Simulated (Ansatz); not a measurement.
# Band gap of Be3N2 (P6_3/mmc) from density functionals to GW

Aim: the gap of Be3N2 (P6_3/mmc) at several levels of theory on one structure, with the time that each takes.

Calculated with Ansatz 0.2.0; density functionals, hybrids and G0W0, plane waves, PAW.

This is a report of a sequence of runs, with most program output left out.

In doubt: masses and optical values from hybrid runs of this build are listed as unsure (steps 7, 8), which bears on the screening that GW takes from such a start.

## (1) Starting point

The structure is hexagonal, space group P6_3/mmc (No. 194). The conventional cell has a = 2.842 Å, b = 2.842 Å, c = 9.747 Å, α = 90.00°, β = 90.00°, γ = 120.00°. Nearest to Be lie 4 N at 1.67 to 1.81 Å. Nearest to Be lie 3 N at 1.64 Å. N has 6 Be at 1.81 Å nearest. Nearest to N lie 5 Be at 1.64 to 1.67 Å. Farther neighbours and most contacts between anions are not listed.

The cell and positions are those that the Materials Project relaxed with its own functionals (PBE, PBE+U or r2SCAN), kept fixed.

The logs state that the PAW files were generated under PBE.

## (2) LDA on the 12×12×2 mesh

Levels along a band path and on the mesh show where this functional puts the band edges.

This step: DFT, LDA, plane waves, PAW; PAW set soft_1.

The input, input.yaml:

```yaml
crystal:
  lattice:
    - [2.8416792263, 0.0, 0.0]
    - [-1.4208396132, 2.4609663994, 0.0]
    - [0.0, 0.0, 9.74684101]
  atoms:
    - { symbol: Be, position: [0.33333333, 0.66666667, 0.07848597] }
    - { symbol: Be, position: [0.66666667, 0.33333333, 0.57848597] }
    - { symbol: Be, position: [0.66666667, 0.33333333, 0.92151403] }
    - { symbol: Be, position: [0.33333333, 0.66666667, 0.42151403] }
    - { symbol: Be, position: [0.0, 0.0, 0.25] }
    - { symbol: Be, position: [0.0, 0.0, 0.75] }
    - { symbol: "N", position: [0.0, 0.0, 0.0] }
    - { symbol: "N", position: [0.0, 0.0, 0.5] }
    - { symbol: "N", position: [0.33333333, 0.66666667, 0.25] }
    - { symbol: "N", position: [0.66666667, 0.33333333, 0.75] }
kpoints:
  mp_grid: { grid: [12, 12, 2] }
  band_path:
    path:
      - [[0.0, 0.0, 0.0], [0.5, 0.0, 0.0], [0.33333333, 0.33333333, 0.0], [0.0, 0.0, 0.0], [0.0, 0.0, 0.5], [0.5, 0.0, 0.5], [0.33333333, 0.33333333, 0.5], [0.0, 0.0, 0.5]]
      - [[0.5, 0.0, 0.5], [0.5, 0.0, 0.0]]
      - [[0.33333333, 0.33333333, 0.5], [0.33333333, 0.33333333, 0.0]]
    npoints: 10
hamiltonian:
  xc: lda
  pseudopotentials: { kind: paw, azcp: { folder: soft_1 }, xc_functional: pbe }
scf:
  occupations: { method: fermi_dirac, width: 0.02 }
  n_extra_bands: 7
output:
  eigenvalues: true
  forces: true
  stress: true
  write_density: true
  write_potential: true
  elf: true
  volumetric_format: npy
```

The run is started by

```bash
> ansatz run input.yaml --threads 3 --pin off --max-ram 92160MiB --backend cuda --events-out ev --progress --plain --runs-dir out --devices 1 --max-vram 13GiB
```

The job ended after 6.8 s (1 × NVIDIA H100 80GB HBM3 (shared by 6 runs) with 3 threads of AMD EPYC 7R13 (Zen 3), shared host; peak memory 0.89 GiB).

This step gave:

| Quantity | Value |
| --- | --- |
| pressure | -7.612 GPa |
| filled bands | 16 |
| gap | 3.261 eV |
| valence top at | Γ |
| conduction bottom at | M |
| least direct gap | 4.652 eV |

Over mesh and path the gap is 3.261 eV, from k = Γ to k = (0.500, 0.000, 0.000). The least direct gap found is 4.652 eV, at k = (0.467, 0.067, 0.000). The pressure in this cell is -8 GPa; the cell is kept.

## (3) r2SCAN on the 12×12×2 mesh

r2SCAN is a meta-GGA: it depends on the kinetic-energy density as well as on the density and its gradient.

This step: DFT, r2SCAN, plane waves, PAW; PAW set soft_1.

The input, input.yaml:

```yaml
crystal:
  lattice:
    - [2.8416792263, 0.0, 0.0]
    - [-1.4208396132, 2.4609663994, 0.0]
    - [0.0, 0.0, 9.74684101]
  atoms:
    - { symbol: Be, position: [0.33333333, 0.66666667, 0.07848597] }
    - { symbol: Be, position: [0.66666667, 0.33333333, 0.57848597] }
    - { symbol: Be, position: [0.66666667, 0.33333333, 0.92151403] }
    - { symbol: Be, position: [0.33333333, 0.66666667, 0.42151403] }
    - { symbol: Be, position: [0.0, 0.0, 0.25] }
    - { symbol: Be, position: [0.0, 0.0, 0.75] }
    - { symbol: "N", position: [0.0, 0.0, 0.0] }
    - { symbol: "N", position: [0.0, 0.0, 0.5] }
    - { symbol: "N", position: [0.33333333, 0.66666667, 0.25] }
    - { symbol: "N", position: [0.66666667, 0.33333333, 0.75] }
kpoints:
  mp_grid: { grid: [12, 12, 2] }
  band_path:
    path:
      - [0.0, 0.0, 0.0]
      - [0.5, 0.0, 0.0]
      - [0.33333333, 0.33333333, 0.0]
      - [0.0, 0.0, 0.5]
      - [0.5, 0.0, 0.5]
      - [0.33333333, 0.33333333, 0.5]
      - [0.466666666, 0.066666666, 0.0]
    npoints: 1
hamiltonian:
  xc: r2scan
  pseudopotentials: { kind: paw, azcp: { folder: soft_1 } }
scf:
  occupations: { method: fixed }
  n_extra_bands: 7
output:
  eigenvalues: true
  forces: true
  stress: true
```

Elapsed: 6.8 s, on 1 × NVIDIA H100 80GB HBM3 (shared by 6 runs) with 3 threads; peak memory 1 GiB; 6.1 s of CPU time.

This step gave:

```
pressure             : -1.360 GPa
gap                  : 3.997 eV
valence top at       : Γ
conduction bottom at : M
least direct gap     : 5.420 eV
```

Over mesh and listed points the gap is 3.997 eV, from k = Γ to k = (0.500, 0.000, 0.000). The least direct gap found is 5.420 eV, at k = (0.500, 0.000, 0.000). r2SCAN against LDA: 3.997 − 3.261 = +0.736 eV. The runs also differ in plane-wave cutoff (420 eV and 500 eV), so how much of this comes from the functional alone is not known.

## (4) HSE06 on the 6×6×2 mesh

HSE06 mixes in a quarter of exact exchange at short range.

This step: DFT, HSE06, plane waves, PAW; PAW set soft_1.

input.yaml, as its differences from that of step 3:

```diff
@@ -17,3 +17,3 @@
 kpoints:
-  mp_grid: { grid: [12, 12, 2] }
+  mp_grid: { grid: [6, 6, 2] }
   band_path:
@@ -29,3 +29,3 @@
 hamiltonian:
-  xc: r2scan
+  xc: hse06
   pseudopotentials: { kind: paw, azcp: { folder: soft_1 } }
@@ -36,3 +36 @@
   eigenvalues: true
-  forces: true
-  stress: true
```

Run time: 25 s. Hardware: 1 × NVIDIA H100 80GB HBM3 (shared by 6 runs) with 3 threads; peak memory 1.3 GiB; 28 s of CPU time.

Numbers from this step:

```
gap                     : 4.626 eV
valence top at          : Γ
conduction bottom at    : M
least direct gap        : 6.106 eV
exact-exchange fraction : 0.25
```

Over mesh and listed points the gap is 4.626 eV, from k = Γ to k = (0.500, 0.000, 0.000). The least direct gap found is 6.106 eV, at k = (0.467, 0.067, 0.000). HSE06 against LDA: 4.626 − 3.261 = +1.365 eV. The runs also differ in mesh (12×12×2 and 6×6×2), so how much of this comes from the functional alone is not known.

## (5) PBE0 on the 6×6×2 mesh

PBE0 mixes in a quarter of exact exchange at all distances.

This step: DFT, PBE0, plane waves, PAW; PAW set soft_1.

input.yaml, as its differences from that of step 4:

```diff
@@ -29,3 +29,3 @@
 hamiltonian:
-  xc: hse06
+  xc: pbe0
   pseudopotentials: { kind: paw, azcp: { folder: soft_1 } }
```

Run time: 20 s. Hardware: 1 × NVIDIA H100 80GB HBM3 (shared by 6 runs) with 3 threads; peak memory 1.2 GiB; 26 s of CPU time.

This step gave:

| Item | Value |
| --- | --- |
| gap | 5.366 eV |
| valence top at | Γ |
| conduction bottom at | M |
| least direct gap | 6.847 eV |
| exact-exchange fraction | 0.25 |

Over mesh and listed points the gap is 5.366 eV, from k = Γ to k = (0.500, 0.000, 0.000). The least direct gap found is 6.847 eV, at k = (0.467, 0.067, 0.000). PBE0 against HSE06: 5.366 − 4.626 = +0.740 eV, with the same mesh, files and cutoff, and both edges at the same k points.

## (6) G0W0@LDA, 6×6×2 mesh, 373 empty bands, screening to 180 eV, PAW set soft_1 files

G0W0 replaces the xc potential by a self-energy built once from the orbitals of the start. Levels are corrected in the window of bands that the input names, at points of the mesh.

This step: G0W0 on LDA, plane waves, PAW; PAW set soft_1.

input.yaml, as its differences from that of step 5:

```diff
@@ -18,19 +18,12 @@
   mp_grid: { grid: [6, 6, 2] }
-  band_path:
-    path:
-      - [0.0, 0.0, 0.0]
-      - [0.5, 0.0, 0.0]
-      - [0.33333333, 0.33333333, 0.0]
-      - [0.0, 0.0, 0.5]
-      - [0.5, 0.0, 0.5]
-      - [0.33333333, 0.33333333, 0.5]
-      - [0.466666666, 0.066666666, 0.0]
-    npoints: 1
 hamiltonian:
-  xc: pbe0
-  pseudopotentials: { kind: paw, azcp: { folder: soft_1 } }
+  xc: lda
+  pseudopotentials: { kind: paw, azcp: { folder: soft_1 }, xc_functional: pbe }
 scf:
   occupations: { method: fixed }
-  n_extra_bands: 7
-output:
-  eigenvalues: true
+gw:
+  n_empty_bands: 373
+  ecut_chi: 180.0
+  qp_bands: [v3, c3]
+  qp_kpoints: band_edges
+  screening: { model: contour_deformation }
```

The job ended after 24 s (1 × NVIDIA H100 80GB HBM3 (shared by 6 runs) with 3 threads; peak memory 1.5 GiB; 30 s of CPU time).

This step gave:

```yaml
bands_summed: 389
rpa_eps_infinity_on_this_mesh_eigenvalues: 4.349, 4.349, 5.293
plane_waves_in_the_screening_matrix: 363
g0w0_gap_over_the_corrected_points: 4.879 eV
k_of_the_valence_top: 0, 0, 0
k_of_the_conduction_bottom: 0, -0.5, 0
starting_gap_on_the_mesh: 3.261 eV
z_at_the_valence_top: 0.7951
z_at_the_conduction_bottom: 0.8355
least_direct_g0w0_gap_over_the_corrected_points: 6.352 eV
```

Over 11 of 14 irreducible mesh points the G0W0 gap is 4.879 eV, from k = Γ to k = (0.000, -0.500, 0.000). The LDA gap of this run on the mesh is 3.261 eV. The two states that bound the G0W0 gap lie that far apart at the start, so the correction of the gap is 4.879 − 3.261 = +1.618 eV.

## (7) G0W0@HSE06, 6×6×2 mesh, 173 empty bands, screening to 108 eV, PAW set soft_1 files

This step: G0W0 on HSE06, plane waves, PAW; PAW set soft_1.

input.yaml, as its differences from that of step 6:

```diff
@@ -19,4 +19,4 @@
 hamiltonian:
-  xc: lda
-  pseudopotentials: { kind: paw, azcp: { folder: soft_1 }, xc_functional: pbe }
+  xc: hse06
+  pseudopotentials: { kind: paw, azcp: { folder: soft_1 } }
 scf:
@@ -24,4 +24,4 @@
 gw:
-  n_empty_bands: 373
-  ecut_chi: 180.0
+  n_empty_bands: 173
+  ecut_chi: 108
   qp_bands: [v3, c3]
```

Elapsed: 26 s, on 1 × NVIDIA H100 80GB HBM3 (shared by 6 runs) with 3 threads; peak memory 1.5 GiB; 32 s of CPU time.

Numbers from this step:

```yaml
bands_summed: 189
rpa_eps_infinity_on_this_mesh_eigenvalues: 3.727, 3.727, 4.302
plane_waves_in_the_screening_matrix: 191
g0w0_gap_over_the_corrected_points: 5.205 eV
k_of_the_valence_top: 0, 0, 0
k_of_the_conduction_bottom: 0, -0.5, 0
starting_gap_on_the_mesh: 4.626 eV
z_at_the_valence_top: 0.8234
z_at_the_conduction_bottom: 0.8569
least_direct_g0w0_gap_over_the_corrected_points: 6.774 eV
```

Over 11 of 14 irreducible mesh points the G0W0 gap is 5.205 eV, from k = Γ to k = (0.000, -0.500, 0.000). The HSE06 gap of this run on the mesh is 4.626 eV. The two states that bound the G0W0 gap lie that far apart at the start, so the correction of the gap is 5.205 − 4.626 = +0.579 eV. G0W0@HSE06 against G0W0@LDA with 189 bands (a further run, in the table below): 5.205 − 4.677 = +0.528 eV, with the same mesh, files and cutoffs, and both edges at the same k points.

## (8) G0W0@PBE0, 6×6×2 mesh, 173 empty bands, screening to 108 eV, PAW set soft_1 files

This step: G0W0 on PBE0, plane waves, PAW; PAW set soft_1.

input.yaml, as its differences from that of step 7:

```diff
@@ -19,3 +19,3 @@
 hamiltonian:
-  xc: hse06
+  xc: pbe0
   pseudopotentials: { kind: paw, azcp: { folder: soft_1 } }
```

It took 34 s on 1 × NVIDIA H100 80GB HBM3 (shared by 6 runs) with 3 threads; peak memory 1.5 GiB.

This step gave:

- bands summed: 189
- RPA ε∞ on this mesh (eigenvalues): 3.562, 3.562, 4.064
- plane waves in the screening matrix: 191
- G0W0 gap over the corrected points: 5.383 eV
- k of the valence top: 0, 0, 0
- k of the conduction bottom: 0, -0.5, 0
- starting gap on the mesh: 5.366 eV
- Z at the valence top: 0.8310
- Z at the conduction bottom: 0.8634
- least direct G0W0 gap over the corrected points: 6.962 eV

Over 11 of 14 irreducible mesh points the G0W0 gap is 5.383 eV, from k = Γ to k = (0.000, -0.500, 0.000). The PBE0 gap of this run on the mesh is 5.366 eV. The two states that bound the G0W0 gap lie that far apart at the start, so the correction of the gap is 5.383 − 5.366 = +0.017 eV. G0W0@PBE0 against G0W0@HSE06 with 189 bands: 5.383 − 5.205 = +0.178 eV, with the same mesh, files and cutoffs, and both edges at the same k points.

## (9) All levels together

Each gap is the least one over the points named; times are wall times on shared hosts, not benchmarks. A G0W0 time includes the run's own self-consistent start. Runs with listed points see these and the mesh alone, so an edge that moves elsewhere is missed. Rows marked * are further runs, not shown as steps, whose inputs differ from the G0W0 step on the same start in the columns given; solver thresholds can differ too. Symmetry makes (0.500, 0.000, 0.000) and (0.000, -0.500, 0.000) one point.

| level | mesh | files, cutoff | bands summed, screening | points | gap (eV) | valence top | conduction bottom | least direct gap (eV) | time |
| --- | --- | --- | --- | --- | --- | --- | --- | --- | --- |
| LDA | 12×12×2 | soft_1 PAW, 420 eV | - | mesh and path | 3.261 | Γ | (0.500, 0.000, 0.000) | 4.652 | 6.8 s |
| r2SCAN | 12×12×2 | soft_1 PAW, 500 eV | - | mesh and listed points | 3.997 | Γ | (0.500, 0.000, 0.000) | 5.420 | 6.8 s |
| HSE06 | 6×6×2 | soft_1 PAW, 420 eV | - | mesh and listed points | 4.626 | Γ | (0.500, 0.000, 0.000) | 6.106 | 25 s |
| PBE0 | 6×6×2 | soft_1 PAW, 420 eV | - | mesh and listed points | 5.366 | Γ | (0.500, 0.000, 0.000) | 6.847 | 20 s |
| G0W0@LDA* | 6×6×2 | soft_1 PAW, 420 eV | 77, 54 eV | 11 of 14 irreducible mesh points | 4.424 | Γ | (0.000, -0.500, 0.000) | 6.026 | 7.1 s |
| G0W0@LDA* | 6×6×2 | soft_1 PAW, 420 eV | 189, 108 eV | 11 of 14 irreducible mesh points | 4.677 | Γ | (0.000, -0.500, 0.000) | 6.206 | 7.7 s |
| G0W0@LDA | 6×6×2 | soft_1 PAW, 420 eV | 389, 180 eV | 11 of 14 irreducible mesh points | 4.879 | Γ | (0.000, -0.500, 0.000) | 6.352 | 24 s |
| G0W0@HSE06 | 6×6×2 | soft_1 PAW, 420 eV | 189, 108 eV | 11 of 14 irreducible mesh points | 5.205 | Γ | (0.000, -0.500, 0.000) | 6.774 | 26 s |
| G0W0@PBE0 | 6×6×2 | soft_1 PAW, 420 eV | 189, 108 eV | 11 of 14 irreducible mesh points | 5.383 | Γ | (0.000, -0.500, 0.000) | 6.962 | 34 s |

## (10) What came out

* LDA, over mesh and path: 3.261 eV
* r2SCAN, over mesh and listed points: 3.997 eV
* HSE06, over mesh and listed points: 4.626 eV
* PBE0, over mesh and listed points: 5.366 eV
* G0W0@LDA (389 bands, 6×6×2), over 11 of 14 irreducible mesh points: 4.879 eV
* G0W0@HSE06, over 11 of 14 irreducible mesh points: 5.205 eV
* G0W0@PBE0, over 11 of 14 irreducible mesh points: 5.383 eV
* known limits: finite bands, screening cutoff and k mesh; no spin-orbit coupling in G0W0

In words: The rows run from 3.261 eV (LDA) to 5.383 eV (G0W0@PBE0). They differ in mesh, plane-wave cutoff, bands and screening cutoff of G0W0 and the points over which the gap was sought as well as in level, so only pairs that share these are like for like. PBE0 against HSE06: 5.366 − 4.626 = +0.740 eV, with the same mesh, files and cutoff, and both edges at the same k points. G0W0@HSE06 against G0W0@LDA with 189 bands: 5.205 − 4.677 = +0.528 eV, with the same mesh, files and cutoffs, and both edges at the same k points. G0W0@PBE0 against G0W0@HSE06 with 189 bands: 5.383 − 5.205 = +0.178 eV, with the same mesh, files and cutoffs, and both edges at the same k points. G0W0@LDA (389 bands, 6×6×2) moves the gap of its own start on the mesh by 4.879 − 3.261 = +1.618 eV, between the same two levels. Both edges that LDA shows over mesh and path lie at k points where levels were corrected. Levels at other points were not corrected, so a lower G0W0 gap elsewhere in the zone is not ruled out. G0W0@HSE06 moves the gap of its own start on the mesh by 5.205 − 4.626 = +0.579 eV, between the same two levels. Both edges that HSE06 shows over mesh and listed points lie at k points where levels were corrected. Levels at other points were not corrected, so a lower G0W0 gap elsewhere in the zone is not ruled out. G0W0@PBE0 moves the gap of its own start on the mesh by 5.383 − 5.366 = +0.017 eV, between the same two levels. Both edges that PBE0 shows over mesh and listed points lie at k points where levels were corrected. Levels at other points were not corrected, so a lower G0W0 gap elsewhere in the zone is not ruled out. For G0W0@LDA: from 77 bands and 54 eV to 389 bands and 180 eV the gap moves by 4.879 − 4.424 = +0.455 eV (rung by rung 4.424, 4.677, 4.879 eV); bands and screening cutoff rise together, so their parts are not told apart. A line in one over the bands through the two highest rungs gives 4.879 + (4.879 − 4.677) × 189 / (389 − 189) = 5.070 eV, and through the pair below 4.677 + (4.677 − 4.424) × 77 / (189 − 77) = 4.851 eV. The two differ by 0.219 eV, not under the 0.030 eV asked, so the law does not hold well over these rungs and the limit is not known. The other G0W0 rows are shown at one basis each (189 bands), so their distance from the limit is not known here. The G0W0 runs are scalar-relativistic. No pair of G0W0 runs that differ in the mesh alone is shown (6×6×2 is a supercell whose nearest images lie 17 Å apart), so the error from the mesh is not known here. G0W0@LDA runs of this series with other atomic data on the same mesh, not shown as steps, give 4.650 eV (hard PAW, 960 eV, 195 bands, screening to 108 eV; the table's row with the same empty bands and screening cutoff has 4.677 eV); where bands and cutoffs differ too, the part of the files is not isolated.

[Paths, hosts, dates, memory and timing lines, banners, echoed tables and standing remarks are left out of the program output.]

[Logs are printed without paths, hosts, clocks, repeated set-up lines and the standing remarks that a program may print on its own settings, such as how far it seeks lower states.]

[Runs of the session that timed out or met a known fault of the program may be left out.]

[Cells called generated may have been cut or substituted from an entry of the Crystallography Open Database or the Materials Project.]

[Hosts, paths, dates, database ids (printed as entryN), source tags and the programs' standing remarks are cut or masked in the printed files.]

[Where an RPA ε∞ is given, it is that of the G0W0 mesh and is not shown converged in it. Names of k-points follow the symmetry that the program found, which can be lower than the space group named. Band edges on a path are those of the sampled points; other points can move an edge, and change direct to indirect where valleys lie close.]

[Hybrid gaps are those of their k-mesh and are not shown converged in it.]
